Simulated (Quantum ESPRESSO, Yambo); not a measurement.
An input for Quantum ESPRESSO 7.5 (PbO (P4/nmm)):

```
&control
  calculation = 'nscf'
  prefix = 'x'
  outdir = 'o'
  pseudo_dir = 'pseudo'
/
&system
  ibrav = 0
  nat = 4
  ntyp = 2
  ecutwfc = 76.0
  nbnd = 46
  force_symmorphic = .true.
/
&electrons
  conv_thr = 1e-9
  electron_maxstep = 80
  diago_full_acc = .true.
  diago_thr_init = 5e-6
/
ATOMIC_SPECIES
  Pb 207.2 Pb.upf
  O 15.999 O.upf
CELL_PARAMETERS angstrom
  3.9600000000 0.0000000000 0.0000000000
  0.0000000000 3.9600000000 0.0000000000
  0.0000000000 0.0000000000 5.0700000000
ATOMIC_POSITIONS crystal
  Pb 0.0000000000 0.5000000000 0.2385140000
  Pb 0.5000000000 0.0000000000 0.7614860000
  O 0.0000000000 0.0000000000 0.0000000000
  O 0.5000000000 0.5000000000 0.0000000000
K_POINTS automatic
  6 6 6 0 0 0
```

The database entry behind the starting cell differs from later determinations by our own check (c about 1 % long), so it need not match the best structure at ambient conditions.

```sh
OMP_NUM_THREADS=1 mpirun -n 4 pw.x -nk 4 -in pw.in > pw.out
```

How long will it take on 4 MPI ranks of Arm Neoverse V1, shared host, and how much memory?

It took 16 s; on shared hardware allow 8.2 s to 33 s. Peak host memory was 0.33 GiB.

[Paths, hosts, dates, memory and timing lines, banners, echoed tables and standing remarks are left out of the program output.]

[Logs are printed without paths, hosts, clocks, repeated set-up lines and the standing remarks that a program may print on its own settings, such as how far it seeks lower states.]

[Runs of the session that timed out or met a known fault of the program may be left out.]

[Hosts, paths, dates, database ids (printed as entryN), source tags and the programs' standing remarks are cut or masked in the printed files.]
